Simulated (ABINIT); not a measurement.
**Te2Mo (P6_3/mmc): Bethe-Salpeter spectra with ABINIT**

Wanted: excitons and ε₂ of Te2Mo (P6_3/mmc), with cost.

Calculated with ABINIT 10.8.3; PBE and many-body steps on it, plane waves.

## Step 1: The starting structure

The structure is hexagonal, space group P6_3/mmc (No. 194). Conventional cell: a = 3.518 Å, b = 3.518 Å, c = 13.974 Å, α = 90.00°, β = 90.00°, γ = 120.00°. Nearest to Te lie 3 Mo at 2.72 Å. Nearest to Mo lie 6 Te at 2.72 Å. Farther neighbours and most contacts between anions are not listed.

The cell and positions come from the Crystallography Open Database and are kept as given unless a step says otherwise. Spin-orbit coupling is left out unless a step names it.

## Step 2: Empty states on the mesh, 3×3×1 mesh, 214 bands

This step: ABINIT 10.8.3; DFT, PBE, plane waves, norm-conserving pseudopotentials.

The sums over transitions need many empty states on a uniform mesh; this step solves for them.

File run.abi:

```
acell 3*1.0 Angstrom
rprim 
  3.518200000003 -0.000000000001 0.000000000000
  -1.759100000001 3.046850575598 0.000000000000
  0.000000000000 0.000000000000 13.973600000000
ntypat 2
znucl 52 42
natom 6
typat 1 1 1 1 2 2
xred 
  0.333333333333 0.666666666667 0.621000000000
  0.666666666667 0.333333333333 0.121000000000
  0.333333333333 0.666666666667 0.879000000000
  0.666666666667 0.333333333333 0.379000000000
  0.333333333333 0.666666666667 0.250000000000
  0.666666666667 0.333333333333 0.750000000000
pp_dirpath "pseudos"
pseudos "Te.upf, Mo.upf"
ecut 39
ngkpt 3 3 1
nshiftk 1
shiftk 0 0 0
kptopt 1
chksymbreak 0
iscf -2
irdden 1
istwfk *1
nband 214
nbdbuf 18
tolwfr 1e-09
nstep 60
prtvol 0
indata_prefix "in"
outdata_prefix "out"
tmpdata_prefix "tmp"
```

On the command line:

```sh
OMP_NUM_THREADS=1 mpirun -n 3 abinit run.abi > log
```

Numbers of over 12 decimals in the logs are rounded to 6 here.

The program printed:

```text
.Version 10.8.3 of ABINIT. v10.8.2 released Aug 2026.

 Symmetries : space group P6_3/m m c (#194); Bravais hP (primitive hexag.)
[... echo of the input left out ...]
== DATASET  1 ==================================================================
-   mpi_nproc: 3, omp_nthreads: 1 (-1 if OMP is not activated)

--- !DatasetInfo
iteration_state: {dtset: 1, }
dimensions: {natom: 6, nkpt: 3, mband: 214, nsppol: 1, nspinor: 1, nspden: 1, mpw: 11799, }
cutoff_energies: {ecut:  39.0, pawecutdg:  -1.0, }
[...]
1.98374    1.98374    1.98598    2.00047    2.00047    2.01075    2.01321    2.02352
   2.02352    2.03741    2.04028    2.04028    2.04941    2.04941    2.04975    2.06472
   2.06539    2.06539    2.08322    2.09472    2.11854    2.12160
 prteigrs : prtvol=0 or 1, do not print more k-points.

== END DATASET(S) ==============================================================
================================================================================

 -outvars: echo values of variables after computation  --------
            nband         214
             nkpt           3
          spgroup         194
 [... the other variables as echoed above ...]

 Calculation completed.
```

The job ended after 1.9 min (3 MPI ranks of Arm Neoverse V2, shared host; peak memory 0.41 GiB).

This step gave:

- gap: 0.9742 eV
- k of the valence top: 0, 0, 0
- k of the conduction bottom: 0.3333, 0.3333, 0
- least direct gap: 1.039 eV
- k points computed: 3
- lowest point of the top converged band, above the valence top: 41.38 eV

On this mesh the gap is 0.974 eV.

The density comes from a self-consistent run that is not shown.

## Step 3: Screening, 3×3×1 mesh, 196 bands, screening to 119.7 eV

The RPA dielectric matrix is built and inverted for each q.

This step: RPA screening on PBE, plane waves, norm-conserving pseudopotentials.

run.abi, as its differences from that of step 2:

```diff
@@ -24,10 +24,11 @@
 chksymbreak 0
-iscf -2
-irdden 1
 istwfk *1
-nband 214
-nbdbuf 18
-tolwfr 1e-09
-nstep 60
-prtvol 0
+occopt 1
+irdwfk 1
+optdriver 3
+nband 196
+ecuteps 4.4
+inclvkb 2
+awtr 1
+symchi 1
 indata_prefix "in"
```

On the command line:

```sh
OMP_NUM_THREADS=1 mpirun -n 4 abinit run.abi > log
```

The program printed:

```text
.Version 10.8.3 of ABINIT. v10.8.2 released Aug 2026.

 Symmetries : space group P6_3/m m c (#194); Bravais hP (primitive hexag.)
[... echo of the input left out ...]
== DATASET  1 ==================================================================
-   mpi_nproc: 4, omp_nthreads: 1 (-1 if OMP is not activated)

--- !DatasetInfo
iteration_state: {dtset: 1, }
dimensions: {natom: 6, nkpt: 3, mband: 196, nsppol: 1, nspinor: 1, nspden: 1, mpw: 11799, }
cutoff_energies: {ecut:  39.0, pawecutdg:  -1.0, }
[...]
--------------------------------------------------------------------------------
[... chi0 elements left out ...]
 For q-point:  0.000010 0.000020 0.000030
  dielectric constant =  20.3694
  dielectric constant without local fields =  23.1098

  Average fulfillment of the sum rule on Im[epsilon] for q-point    1 :     60.63  [%]
[... wings left out ...]
  q-point number  2        q = ( 0.333333, 0.000000, 0.000000) [r.l.u.]
--------------------------------------------------------------------------------
[... chi0 elements left out ...]
  Average fulfillment of the sum rule on Im[epsilon] for q-point    2 :     56.53  [%]

 [... 1 further q-points ...]
```

It took 1.9 min on 4 MPI ranks; peak memory 2.1 GiB.

This step gave:

- ε∞ with local fields, on this mesh, along the program's q direction: 20.37
- the same without local fields: 23.11
- plasma frequency: 33.79 eV
- plane waves in the screening matrix: 439

Local fields lower ε∞ by 12 %. On a Γ-centred mesh this coarse the value itself is usually too large, while a short band sum pulls it down.

## Step 4: Self-energy, 3×3×1 mesh, 196 bands, screening to 119.7 eV

The self-energy is evaluated for the states that the input lists, and the levels follow from it, in one-shot runs by the linearised quasiparticle equation.

This step: G0W0 on PBE, plane waves, norm-conserving pseudopotentials.

run.abi, as its differences from that of step 3:

```diff
@@ -27,8 +27,17 @@
 irdwfk 1
-optdriver 3
+optdriver 4
 nband 196
+gwcalctyp 0
+ecutsigx 39
+symsigma 1
+nkptgw 2
+kptgw 
+  0.0000000000 0.0000000000 0.0000000000
+  0.3333333333 0.3333333333 0.0000000000
+bdgw 
+  61 64
+  61 64
 ecuteps 4.4
-inclvkb 2
-awtr 1
-symchi 1
+irdscr 1
+ppmodel 1
 indata_prefix "in"
```

The program printed:

```text
.Version 10.8.3 of ABINIT. v10.8.2 released Aug 2026.

 Symmetries : space group P6_3/m m c (#194); Bravais hP (primitive hexag.)
[... echo of the input left out ...]
== DATASET  1 ==================================================================
-   mpi_nproc: 4, omp_nthreads: 1 (-1 if OMP is not activated)

--- !DatasetInfo
iteration_state: {dtset: 1, }
dimensions: {natom: 6, nkpt: 3, mband: 196, nsppol: 1, nspinor: 1, nspden: 1, mpw: 11799, }
cutoff_energies: {ecut:  39.0, pawecutdg:  -1.0, }
[...]
Band     E0 <VxcDFT>   SigX SigC(E0)      Z dSigC/dE  Sig(E)    E-E0       E
[...]
63  10.905 -17.027 -12.263  -3.671   0.772  -0.295 -16.183   0.844  11.749
       64  10.905 -17.027 -12.263  -3.671   0.772  -0.295 -16.183   0.844  11.749

== END DATASET(S) ==============================================================
================================================================================

 -outvars: echo values of variables after computation  --------
           etotal      0.0000000000E+00
            nband         196
             nkpt           3
          spgroup         194
 [... the other variables as echoed above ...]

 Calculation completed.
```

It took 17 s on 4 MPI ranks; peak memory 1.5 GiB; 66 s of CPU time.

Numbers from this step:

```
G0W0 gap on the points computed              : 1.440 eV
starting gap on the mesh                     : 0.9742 eV
k of the valence top                         : 0, 0, 0
k of the conduction bottom                   : 0.3333, 0.3333, 0
least direct G0W0 gap on the computed points : 1.473 eV
```

The gap on the mesh goes from 0.97 eV to 1.44 eV, a correction of +0.47 eV.

The gap opens by 0.466 eV; the next steps shift the empty bands rigidly by 0.466 eV.

## Step 5: Excitons

Light makes an electron and a hole together. The Bethe-Salpeter equation adds their screened attraction and their exchange, in a window of bands around the gap.

This step: Bethe-Salpeter equation on PBE with a scissors shift, plane waves, norm-conserving pseudopotentials.

run.abi, as its differences from that of step 4:

```diff
@@ -27,17 +27,17 @@
 irdwfk 1
-optdriver 4
-nband 196
-gwcalctyp 0
-ecutsigx 39
-symsigma 1
-nkptgw 2
-kptgw 
-  0.0000000000 0.0000000000 0.0000000000
-  0.3333333333 0.3333333333 0.0000000000
-bdgw 
-  61 64
-  61 64
-ecuteps 4.4
+optdriver 99
+bs_calctype 1
+mbpt_sciss 0.466 eV
+bs_loband 49
+nband 74
+bs_exchange_term 1
+bs_coulomb_term 11
+bs_coupling 0
+bs_algorithm 1
+bs_freq_mesh 0 8 0.05 eV
+zcut 0.15 eV
+ecuteps 4
+ecutwfn 19.5
+inclvkb 2
 irdscr 1
-ppmodel 1
 indata_prefix "in"
```

The program printed:

```text
.Version 10.8.3 of ABINIT. v10.8.2 released Aug 2026.

 Symmetries : space group P6_3/m m c (#194); Bravais hP (primitive hexag.)
[... echo of the input left out ...]
== DATASET  1 ==================================================================
-   mpi_nproc: 4, omp_nthreads: 1 (-1 if OMP is not activated)

--- !DatasetInfo
iteration_state: {dtset: 1, }
dimensions: {natom: 6, nkpt: 3, mband: 74, nsppol: 1, nspinor: 1, nspden: 1, mpw: 4205, }
cutoff_energies: {ecut:  19.5, pawecutdg:  -1.0, }
electrons: {nelect:   1.24000000E+02, charge:   0.00000000E+00, occopt:   1.00000000E+00, tsmear:   1.00000000E-02, }

 Exciton: Calculation of dielectric properties by solving the Bethe-Salpeter equation
 in frequency domain and reciprocal space on a transitions basis set.
 Based on a program developed by L. Reining, V. Olevano, F. Sottile,
 S. Albrecht, and G. Onida. Incorporated in ABINIT by M. Giantomassi.

.Using double precision arithmetic ; gwpc =  8

[... cell and pseudopotentials left out ...]
--------------------------------------------------------------------------------

 ==== K-mesh for the wavefunctions ====
 Number of points in the irreducible wedge :     3
[... list of points left out ...]
 Together with 24 symmetry operations and time-reversal symmetry
 yields     9 points in the full Brillouin Zone.

 ==== Q-mesh for the screening function ====
 Number of points in the irreducible wedge :     3
[... list of points left out ...]
 Together with 24 symmetry operations and time-reversal symmetry
 yields     9 points in the full Brillouin Zone.

 vcoul_init : cutoff-mode = AUXILIARY_FUNCTION
 q-points for optical limit:   1
     1)      0.000010    0.000020    0.000030
 setmesh: FFT mesh size selected  =    20x   20x   80
          total number of points  =        32000

 ==== Fundamental parameters for the solution of the Bethe-Salpeter equation: ====
 Algorithm: Direct diagonalization.
 Dimension of the v, W matrices,  npweps  = 341
 Cutoff for the wavefunctions,    npwwfn  = 4205
 Number of k-points in the IBZ,   nkibz   = 3
 Highest empty band included,     nband   = 74
 === Spin UP ===
 Number of resonant transitions          1512
 Lowest occupied state                   49
 Highest occupied state                  62
 Lowest unoccupied state                 63
 Highest unoccupied state                74
 Minimum frequency [eV]           Emin    =   0.00
 Maximum frequency [eV]           Emax    =   8.00
 Frequency step [eV]              dE      =   0.05
 Lorentzian broadening [eV]       eta     =   0.15
 RPA L0 with KS energies and KS wavefunctions
 Scissors operator energy [eV] =          0.47
 Local fields effects (v term) included
 Excitonic effects (W term) included
 Full W_GG' included
 W is read from an external SCR file
 Resonant-only calculation (Hermitian case)

 Calculating epsilon_Macro(q-->0,w), along the following directions:
 q = (  0.916369  0.000000  0.000000) [r.l.u.]
 q = (  0.000000  0.916369  0.000000) [r.l.u.]
 q = (  0.000000  0.000000  4.202690) [r.l.u.]
 q = (  1.058131 -0.529066  0.000000) [r.l.u.]
 q = ( -0.000000  0.916369  0.000000) [r.l.u.]
 q = (  0.000000  0.000000  4.202690) [r.l.u.]
 Number of electrons calculated from density =  123.3250; Expected =  124.0000
 average of density, n =  0.122004
 r_s =    1.2508
 omega_plasma =   33.6932 [eV]

. Writing resonant excitonic Hamiltonian on file out_BSR; file size=   0.02 [Gb].
 Direct diagonalization of the resonant excitonic Hamiltonian, Matrix size= 1512
. Using LAPACK sequential version.
 Excitonic eigenvalues in eV up to n=   32
   1.30317   1.30413   1.30627   1.30724   1.50419   1.52806   1.64505   1.64519
   1.64578   1.64592   1.73496   1.79450   2.11856   2.12498   2.14011   2.14063
   2.16007   2.16065   2.25335   2.26245   2.27404   2.27456   2.29278   2.29332
   2.45005   2.45025   2.45250   2.45305   2.48954   2.49027   2.49445   2.49500

 First excitonic eigenvalue=    1.30 [eV]
 Last  excitonic eigenvalue=   29.65 [eV]

 GW  direct gap       1.50  0.00 [eV]
 EXC direct gap       1.30  0.00 [eV]
 EXC binding energy   0.20  0.00 [eV]

 Excitonic eigenvalues up to the GW energy gap [eV]
  1 (  1.30  0.00)
  2 (  1.30  0.00)
  3 (  1.31  0.00)
  4 (  1.31  0.00)
  5 (  1.50  0.00)

 Macroscopic dielectric function:
 omega [eV] <KS_RPA_nlf>  <GW_RPA_nlf>  <BSE>
   0.0000  19.9763   0.0000  16.4008   0.0000  17.4630   0.0000
   0.0500  19.9935   0.1103  16.4078   0.0435  17.4739   0.0684
   0.1000  20.0453   0.2229  16.4290   0.0875  17.5068   0.1379
   0.1500  20.1327   0.3403  16.4645   0.1323  17.5620   0.2093
   0.2000  20.2573   0.4651  16.5146   0.1784  17.6403   0.2837
   0.2500  20.4215   0.6006  16.5799   0.2264  17.7427   0.3625
   0.3000  20.6286   0.7507  16.6610   0.2767  17.8708   0.4469
   0.3500  20.8827   0.9203  16.7586   0.3301  18.0262   0.5388
   0.4000  21.1895   1.1159  16.8738   0.3871  18.2115   0.6400
   0.4500  21.5557   1.3461  17.0078   0.4488  18.4294   0.7531

 Writing KS-RPA macroscopic dielectric function without local fields to file: out_RPA_NLF_MDF
 Writing GW-RPA macroscopic dielectric function without local fields to file: out_GW_NLF_MDF
 Writing EXC Macroscopic dielectric function to file: out_EXC_MDF

== END DATASET(S) ==============================================================
================================================================================

 -outvars: echo values of variables after computation  --------
           etotal      0.0000000000E+00
            nband          74
             nkpt           3
          spgroup         194
 [... the other variables as echoed above ...]

 Calculation completed.
```

Elapsed: 1.7 min, on 4 MPI ranks; peak memory 0.68 GiB.

Numbers from this step:

```
direct gap of the transition levels                            : 1.504 eV
transitions in the window                                      : 1512
first strong exciton (over a fiftieth of the strongest listed) : 1.303 eV
lowest state                                                   : 1.303 eV
binding of the lowest state below the direct gap               : 0.2013 eV
Coulomb term of one mesh cell                                  : 0.1817 eV
```

The binding is 1.1 times the screened Coulomb term of one mesh cell (0.18 eV), so it is not shown settled.

The lowest state lies at 1.303 eV, 0.201 eV under the direct gap.

Lines within 3 meV are set at the lowest of them, and the highest group, which the list may cut short, is left out. Exciton lines, with heights relative to the strongest:

```csv
position (eV),lines merged,"oscillator strength, relative"
1.303,4,100
1.504,1,0.0
1.528,1,12
1.645,4,8.1
1.735,1,0.0
1.794,1,0.0
2.119,1,0.0
2.125,1,0.0
```

The ε₂ has structure finer than the step of the table below, so its rows give means over 0.25 eV, whole bins alone (the curve runs from 0 to 7.95 eV). Peaks (eV: height): BSE 1.300: 26.9, 2.700: 24.5, 4.650: 11.7, 5.900: 8.72, 7.400: 8.14; no electron-hole interaction 1.550: 21.4, 2.900: 24.3, 4.550: 20.6, 5.950: 10.7, 7.500: 8.75; Kohn-Sham, no shift 1.050: 21.4, 2.450: 24.5, 4.050: 20.5, 5.500: 10.8, 7.000: 8.74.

Mean over the three Cartesian directions of q; broadening 0.15 eV; transition window only. Limits: finite bands, cutoff and mesh; no spin-orbit coupling; coarse k mesh; exciton not shown settled in the k mesh. Table of ε₂ by photon energy; means over each step:

```csv
photon energy (eV),BSE,no electron-hole interaction,"Kohn-Sham, no shift"
0.25,0.370,0.229,0.619
0.50,0.906,0.525,1.71
0.75,2.05,1.02,5.24
1.00,6.15,2.16,17.4
1.25,21.0,6.47,18.5
1.50,14.9,18.8,7.49
1.75,6.40,17.5,4.04
2.00,4.33,6.54,5.28
2.25,6.62,4.09,12.9
2.50,16.6,5.81,22.6
2.75,24.0,14.9,18.3
3.00,20.2,22.4,11.2
3.25,9.34,17.5,7.06
3.50,6.80,10.4,7.31
3.75,5.34,6.76,11.6
4.00,7.95,7.84,19.2
4.25,9.61,12.5,16.9
4.50,11.0,19.6,13.8
4.75,10.5,16.3,9.45
5.00,5.64,13.2,8.63
5.25,4.29,9.12,7.68
5.50,4.50,8.54,10.0
5.75,6.99,7.85,7.88
6.00,7.89,10.0,6.53
6.25,6.56,7.63,4.60
6.50,4.78,6.30,3.89
6.75,2.93,4.42,5.46
7.00,3.99,3.95,8.05
7.25,6.41,5.83,7.11
7.50,6.87,8.12,6.94
7.75,6.29,7.07,4.61
```

## Step 6: Triplet (no exchange term)

run.abi, as its differences from that of step 5:

```diff
@@ -30,5 +30,5 @@
 mbpt_sciss 0.466 eV
-bs_loband 49
-nband 74
-bs_exchange_term 1
+bs_loband 52
+nband 70
+bs_exchange_term 0
 bs_coulomb_term 11
@@ -36,3 +36,3 @@
 bs_algorithm 1
-bs_freq_mesh 0 8 0.05 eV
+bs_freq_mesh 0 6 0.05 eV
 zcut 0.15 eV
```

The program printed:

```text
.Version 10.8.3 of ABINIT. v10.8.2 released Aug 2026.

 Symmetries : space group P6_3/m m c (#194); Bravais hP (primitive hexag.)
[... echo of the input left out ...]
== DATASET  1 ==================================================================
-   mpi_nproc: 4, omp_nthreads: 1 (-1 if OMP is not activated)

--- !DatasetInfo
iteration_state: {dtset: 1, }
dimensions: {natom: 6, nkpt: 3, mband: 70, nsppol: 1, nspinor: 1, nspden: 1, mpw: 4205, }
cutoff_energies: {ecut:  19.5, pawecutdg:  -1.0, }
electrons: {nelect:   1.24000000E+02, charge:   0.00000000E+00, occopt:   1.00000000E+00, tsmear:   1.00000000E-02, }

 Exciton: Calculation of dielectric properties by solving the Bethe-Salpeter equation
 in frequency domain and reciprocal space on a transitions basis set.
 Based on a program developed by L. Reining, V. Olevano, F. Sottile,
 S. Albrecht, and G. Onida. Incorporated in ABINIT by M. Giantomassi.

.Using double precision arithmetic ; gwpc =  8

[... cell and pseudopotentials left out ...]
--------------------------------------------------------------------------------

 ==== K-mesh for the wavefunctions ====
 Number of points in the irreducible wedge :     3
[... list of points left out ...]
 Together with 24 symmetry operations and time-reversal symmetry
 yields     9 points in the full Brillouin Zone.

 ==== Q-mesh for the screening function ====
 Number of points in the irreducible wedge :     3
[... list of points left out ...]
 Together with 24 symmetry operations and time-reversal symmetry
 yields     9 points in the full Brillouin Zone.

 vcoul_init : cutoff-mode = AUXILIARY_FUNCTION
 q-points for optical limit:   1
     1)      0.000010    0.000020    0.000030
 setmesh: FFT mesh size selected  =    20x   20x   80
[...]
average of density, n =  0.122004
 r_s =    1.2508
 omega_plasma =   33.6932 [eV]

. Writing resonant excitonic Hamiltonian on file out_BSR; file size=   0.00 [Gb].
 Direct diagonalization of the resonant excitonic Hamiltonian, Matrix size= 792
. Using LAPACK sequential version.
 Excitonic eigenvalues in eV up to n=   32
   1.19724   1.19803   1.19834   1.19914   1.48453   1.49564   1.63109   1.63113
   1.63161   1.63165   1.71032   1.72629   2.09301   2.09340   2.11592   2.11802
   2.11851   2.12547   2.22657   2.22698   2.24966   2.24991   2.25041   2.26297
   2.31415   2.37265   2.39520   2.41129   2.41141   2.41223   2.41255   2.43503

 First excitonic eigenvalue=    1.20 [eV]
 Last  excitonic eigenvalue=    8.79 [eV]

 GW  direct gap       1.50  0.00 [eV]
 EXC direct gap       1.20  0.00 [eV]
 EXC binding energy   0.31  0.00 [eV]

 Excitonic eigenvalues up to the GW energy gap [eV]
  1 (  1.20  0.00)
  2 (  1.20  0.00)
  3 (  1.20  0.00)
  4 (  1.20  0.00)
  5 (  1.48  0.00)
  6 (  1.50  0.00)

 Macroscopic dielectric function:
 omega [eV] <KS_RPA_nlf>  <GW_RPA_nlf>  <BSE>
   0.0000  18.4124   0.0000  14.9307   0.0000  18.1349   0.0000
   0.0500  18.4295   0.1099  14.9377   0.0432  18.1495   0.0929
   0.1000  18.4810   0.2220  14.9586   0.0867  18.1937   0.1873
[...]
0.4000  19.6207   1.1122  15.3997   0.3842  19.1540   0.8986
   0.4500  19.9857   1.3420  15.5326   0.4454  19.4559   1.0686

 Writing KS-RPA macroscopic dielectric function without local fields to file: out_RPA_NLF_MDF
 Writing GW-RPA macroscopic dielectric function without local fields to file: out_GW_NLF_MDF
 Writing EXC Macroscopic dielectric function to file: out_EXC_MDF

== END DATASET(S) ==============================================================
================================================================================

 -outvars: echo values of variables after computation  --------
           etotal      0.0000000000E+00
            nband          70
             nkpt           3
          spgroup         194
 [... the other variables as echoed above ...]

 Calculation completed.
```

The job ended after 34 s (4 MPI ranks; peak memory 0.67 GiB; 2.3 min of CPU time).

The lowest triplet lies at 1.197 eV; without spin-orbit coupling triplets are dark, so no spectrum is read.

(Part 1 of 3 ends here.)

[Paths, hosts, dates, memory and timing lines, banners, echoed tables and standing remarks are left out of the program output.]

[Logs are printed without paths, hosts, clocks, repeated set-up lines and the standing remarks that a program may print on its own settings, such as how far it seeks lower states.]

[Runs of the session that timed out or met a known fault of the program may be left out.]

[Hosts, paths, dates, database ids (printed as entryN), source tags and the programs' standing remarks are cut or masked in the printed files.]

[G0W0 gaps are taken among the corrected bands and points alone; a level outside them can change the order at an edge.]

[Where Ansatz stands beside ABINIT at settings called matched, ABINIT's density can come from a denser mesh and the files from another edition; pairs whose starting gaps differed by over 0.03 eV were left out, so agreement reads better than it is.]
